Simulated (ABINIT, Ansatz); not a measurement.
## Al2O3 (Corundum): one start, several treatments of the self-energy

Aim: compare treatments of exchange, screening and correlation for the gap of Al2O3 (Corundum).

Main program and level: ABINIT 10.8.3; PBE and many-body steps on it, plane waves.

**Experimental background.**

- Gap 8.7 eV: optical band gap of host from absorption; optical absorption, quoted from earlier work; bulk crystal (high-purity reference sample) (quoted in “Multi-petahertz electron interference in Cr:Al2O3 solid-state material”, 2018, pmc:5906618).

Most raw output is cut from this account.

## (1) The starting structure

The structure is trigonal, space group R-3c (No. 167). Conventional cell: a = 4.760 Å, b = 4.760 Å, c = 12.996 Å, α = 90.00°, β = 90.00°, γ = 120.00°. Nearest to Al lie 6 O at 1.85 to 1.97 Å. Nearest to O lie 4 Al at 1.85 to 1.97 Å. Farther neighbours and most contacts between anions are not listed.

The cell and positions come from the Crystallography Open Database and are kept as given unless a step says otherwise.

## (2) Empty states on the mesh, 4×4×4 mesh, 303 bands

This step: ABINIT 10.8.3; DFT, PBE, plane waves, norm-conserving pseudopotentials.

The sums over transitions need many empty states on a uniform mesh; this step solves for them.

The input, run.abi:

```
acell 3*1.0 Angstrom
rprim 
  2.380249999995 1.374237978213 4.331866666707
  -2.380249999995 1.374237978213 4.331866666707
  -0.000000000000 -2.748475956495 4.331866666685
ntypat 2
znucl 13 8
natom 10
typat 1 1 1 1 2 2 2 2 2 2
xred 
  0.352160000000 0.352160000000 0.352160000000
  0.147840000000 0.147840000000 0.147840000000
  0.647840000000 0.647840000000 0.647840000000
  0.852160000000 0.852160000000 0.852160000000
  0.556680000000 0.943320000000 0.250000000000
  0.250000000000 0.556680000000 0.943320000000
  0.943320000000 0.250000000000 0.556680000000
  0.443320000000 0.056680000000 0.750000000000
  0.750000000000 0.443320000000 0.056680000000
  0.056680000000 0.750000000000 0.443320000000
pp_dirpath "pseudos"
pseudos "Al.upf, O.upf"
ecut 36
ngkpt 4 4 4
nshiftk 1
shiftk 0 0 0
kptopt 1
chksymbreak 0
iscf -2
irdden 1
istwfk *1
nband 303
nbdbuf 26
tolwfr 1e-09
nstep 60
prtvol 0
indata_prefix "in"
outdata_prefix "out"
tmpdata_prefix "tmp"
```

Started as:

```console
> OMP_NUM_THREADS=1 mpirun -n 4 abinit run.abi > log
```

It took 7.2 min on 4 MPI ranks of Arm Neoverse V1, shared host; peak memory 0.75 GiB; 29 min of CPU time.

This step gave:

| Quantity | Value |
| --- | --- |
| gap | 6.266 eV |
| k of the valence top | 0, 0, 0 |
| k of the conduction bottom | 0, 0, 0 |
| least direct gap | 6.266 eV |
| k points computed | 13 |
| lowest point of the top converged band, above the valence top | 107.8716 eV |

On this mesh the gap is 6.266 eV.

The density comes from a self-consistent run that is not shown.

## (3) Screening, 4×4×4 mesh, 127 bands, screening to 141.5 eV

The RPA dielectric matrix is built and inverted for each q.

This step: RPA screening on PBE, plane waves, norm-conserving pseudopotentials.

run.abi: that of step 2 with these lines changed.

```diff
@@ -28,10 +28,11 @@
 chksymbreak 0
-iscf -2
-irdden 1
 istwfk *1
-nband 303
-nbdbuf 26
-tolwfr 1e-09
-nstep 60
-prtvol 0
+occopt 1
+irdwfk 1
+optdriver 3
+nband 127
+ecuteps 5.2
+inclvkb 2
+awtr 1
+symchi 1
 indata_prefix "in"
```

Run time: 6.3 min. Hardware: 4 MPI ranks; peak memory 3.3 GiB; 25 min of CPU time.

This step gave:

```
ε∞ with local fields, on this mesh, along the program's q direction : 3.031
the same without local fields                                       : 3.247
plasma frequency                                                    : 27.90 eV
plane waves in the screening matrix                                 : 321
```

Local fields lower ε∞ by 7 %.

## (4) G0W0, Godby-Needs plasmon pole

The self-energy is evaluated for the states that the input lists, and the levels follow from it, in one-shot runs by the linearised quasiparticle equation.

This step: G0W0 on PBE, plane waves, norm-conserving pseudopotentials.

run.abi: that of step 3 with these lines changed.

```diff
@@ -31,8 +31,15 @@
 irdwfk 1
-optdriver 3
+optdriver 4
 nband 127
+gwcalctyp 0
+ecutsigx 36
+symsigma 1
+nkptgw 1
+kptgw 
+  0.0000000000 0.0000000000 0.0000000000
+bdgw 
+  22 26
 ecuteps 5.2
-inclvkb 2
-awtr 1
-symchi 1
+irdscr 1
+ppmodel 1
 indata_prefix "in"
```

The job ended after 15 s (4 MPI ranks; peak memory 2.1 GiB).

This step gave:

| Quantity | Value |
| --- | --- |
| G0W0 gap on the points computed | 8.454 eV |
| starting gap on the mesh | 6.266 eV |
| k of the valence top | 0, 0, 0 |
| k of the conduction bottom | 0, 0, 0 |
| Z at the valence top | 0.819 |
| Z at the conduction bottom | 0.854 |
| least direct G0W0 gap on the computed points | 8.454 eV |

The gap on the mesh goes from 6.27 eV to 8.45 eV, a correction of +2.19 eV.

## (5) G0W0, Hybertsen-Louie plasmon pole

run.abi: that of step 4 with these lines changed.

```diff
@@ -43,3 +43,3 @@
 irdscr 1
-ppmodel 1
+ppmodel 2
 indata_prefix "in"
```

Wall time 15 s (4 MPI ranks); peak memory 2.1 GiB; 58 s of CPU time.

This step gave:

* G0W0 gap on the points computed: 8.564 eV
* starting gap on the mesh: 6.266 eV
* k of the valence top: 0, 0, 0
* k of the conduction bottom: 0, 0, 0
* Z at the valence top: 0.864
* Z at the conduction bottom: 0.884
* least direct G0W0 gap on the computed points: 8.564 eV

Against G0W0 in ABINIT (4×4×4 mesh, 127 bands, screening to 141.5 eV, Godby-Needs plasmon pole), the gap moves by +0.110 eV.

## (6) G0W0, Engel-Farid plasmon pole

run.abi: that of step 5 with these lines changed.

```diff
@@ -43,3 +43,3 @@
 irdscr 1
-ppmodel 2
+ppmodel 4
 indata_prefix "in"
```

The job ended after 10 s (4 MPI ranks; peak memory 2 GiB; 40 s of CPU time).

Numbers from this step:

```
G0W0 gap on the points computed              : 8.464 eV
starting gap on the mesh                     : 6.266 eV
k of the valence top                         : 0, 0, 0
k of the conduction bottom                   : 0, 0, 0
least direct G0W0 gap on the computed points : 8.464 eV
```

Against G0W0 in ABINIT (4×4×4 mesh, 127 bands, screening to 141.5 eV, Godby-Needs plasmon pole), the gap moves by +0.010 eV.

## (7) One-shot Hartree-Fock

This step: one-shot Hartree-Fock on PBE, plane waves, norm-conserving pseudopotentials.

run.abi: that of step 6 with these lines changed.

```diff
@@ -32,4 +32,4 @@
 optdriver 4
-nband 127
-gwcalctyp 0
+nband 28
+gwcalctyp 5
 ecutsigx 36
@@ -41,5 +41,4 @@
   22 26
-ecuteps 5.2
-irdscr 1
-ppmodel 4
+ixc_sigma 40
+fftgw 31
 indata_prefix "in"
```

Elapsed: 3.5 s, on 4 MPI ranks; peak memory 1.4 GiB.

Numbers from this step:

| Quantity | Value |
| --- | --- |
| quasiparticle gap on the points computed | 16.59 eV |
| starting gap on the mesh | 6.266 eV |
| k of the valence top | 0, 0, 0 |
| k of the conduction bottom | 0, 0, 0 |
| least direct quasiparticle gap on the computed points | 16.59 eV |

Against G0W0 in ABINIT (4×4×4 mesh, 127 bands, screening to 141.5 eV, Godby-Needs plasmon pole), the gap moves by +8.133 eV.

## (8) Screening, 4×4×4 mesh, 127 bands, screening to 141.5 eV

This step: RPA screening on PBE, plane waves, norm-conserving pseudopotentials.

run.abi: that of step 7 with these lines changed.

```diff
@@ -31,14 +31,14 @@
 irdwfk 1
-optdriver 4
-nband 28
-gwcalctyp 5
-ecutsigx 36
-symsigma 1
-nkptgw 1
-kptgw 
-  0.0000000000 0.0000000000 0.0000000000
-bdgw 
-  22 26
-ixc_sigma 40
-fftgw 31
+optdriver 3
+nband 127
+ecuteps 5.2
+inclvkb 2
+awtr 1
+symchi 1
+gwcalctyp 2
+nfreqre 16
+freqremax 40 eV
+nfreqim 8
+spmeth 1
+nomegasf 120
 indata_prefix "in"
```

Run time: 9.2 min. Hardware: 4 MPI ranks; peak memory 3.8 GiB; 37 min of CPU time.

This step gave:

* ε∞ with local fields, on this mesh, along the program's q direction: 3.034
* the same without local fields: 3.250
* plasma frequency: 27.90 eV
* plane waves in the screening matrix: 321

## (9) G0W0, contour deformation

This step: G0W0 on PBE, plane waves, norm-conserving pseudopotentials.

run.abi: that of step 8 with these lines changed.

```diff
@@ -31,14 +31,14 @@
 irdwfk 1
-optdriver 3
+optdriver 4
 nband 127
+gwcalctyp 2
+ecutsigx 36
+symsigma 1
+nkptgw 1
+kptgw 
+  0.0000000000 0.0000000000 0.0000000000
+bdgw 
+  22 26
 ecuteps 5.2
-inclvkb 2
-awtr 1
-symchi 1
-gwcalctyp 2
-nfreqre 16
-freqremax 40 eV
-nfreqim 8
-spmeth 1
-nomegasf 120
+irdscr 1
 indata_prefix "in"
```

Run time: 11 s. Hardware: 4 MPI ranks; peak memory 2.8 GiB.

This step gave:

- G0W0 gap on the points computed: 8.476 eV
- starting gap on the mesh: 6.266 eV
- k of the valence top: 0, 0, 0
- k of the conduction bottom: 0, 0, 0
- least direct G0W0 gap on the computed points: 8.476 eV

Against G0W0 in ABINIT (4×4×4 mesh, 127 bands, screening to 141.5 eV, Godby-Needs plasmon pole), the gap moves by +0.022 eV.

## (10) Side by side

Times are wall times on 4 MPI ranks of Arm Neoverse V1, shared host, good to a factor of about two. A run's time includes the screening step that it read.

```tsv
run	mesh	bands	screening cutoff (eV)	DFT gap (eV)	gap on the mesh (eV)	direct (eV)	ε∞ used	time
G0W0, Godby-Needs plasmon pole	4×4×4	127	141.5	6.266	8.454	8.454	3.03	6.6 min
G0W0, Hybertsen-Louie plasmon pole	4×4×4	127	141.5	6.266	8.564	8.564	3.03	6.6 min
G0W0, Engel-Farid plasmon pole	4×4×4	127	141.5	6.266	8.464	8.464	3.03	6.5 min
one-shot Hartree-Fock	4×4×4	-	-	6.266	16.587	16.587	-	3.5 s
G0W0, contour deformation	4×4×4	127	141.5	6.266	8.476	8.476	3.03	9.4 min
```

## (11) What came out

```json
{"G0W0, Godby-Needs plasmon pole": "8.454 eV", "G0W0, Hybertsen-Louie plasmon pole": "8.564 eV", "G0W0, Engel-Farid plasmon pole": "8.464 eV", "one-shot Hartree-Fock": "16.587 eV", "G0W0, contour deformation": "8.476 eV", "known limits": "not at the basis limit"}
```

**Reading.** G0W0, Hybertsen-Louie plasmon pole: +0.110 eV against G0W0, Godby-Needs plasmon pole. G0W0, Engel-Farid plasmon pole: +0.010 eV against G0W0, Godby-Needs plasmon pole. One-shot Hartree-Fock: +8.133 eV against G0W0, Godby-Needs plasmon pole. G0W0, contour deformation: +0.022 eV against G0W0, Godby-Needs plasmon pole. Bare exchange alone opens the gap to 16.59 eV; against G0W0, correlation takes back 8.13 eV. Against experiment, by G0W0, Godby-Needs plasmon pole: the gap of 8.45 eV lies −0.25 eV from the measured 8.7 eV (optical, quoted 2018). An exciton line or allowed optical edge lies below the quasiparticle gap by the binding energy; a forbidden edge can push the onset above it. These are gaps on the mesh, at modest bands and cutoff. The calculation has static nuclei and no excitons; a measured gap holds zero-point and thermal motion, which mostly lowers it. Bands and cutoff are finite, so the gap is not at the basis limit. The miss can reach some tenths of an eV and take either sign; the mesh is an error of its own. In the G0W0 runs levels were corrected at 1 k point alone, so a gap called «on the mesh» is the least over those, and an edge elsewhere would be missed.

[Paths, hosts, dates, memory and timing lines, banners, echoed tables and standing remarks are left out of the program output.]

[Logs are printed without paths, hosts, clocks, repeated set-up lines and the standing remarks that a program may print on its own settings, such as how far it seeks lower states.]

[Runs of the session that timed out or met a known fault of the program may be left out.]

[Hosts, paths, dates, database ids (printed as entryN), source tags and the programs' standing remarks are cut or masked in the printed files.]

[G0W0 gaps are taken among the corrected bands and points alone; a level outside them can change the order at an edge.]

[Where Ansatz stands beside ABINIT at settings called matched, ABINIT's density can come from a denser mesh and the files from another edition; pairs whose starting gaps differed by over 0.03 eV were left out, so agreement reads better than it is.]
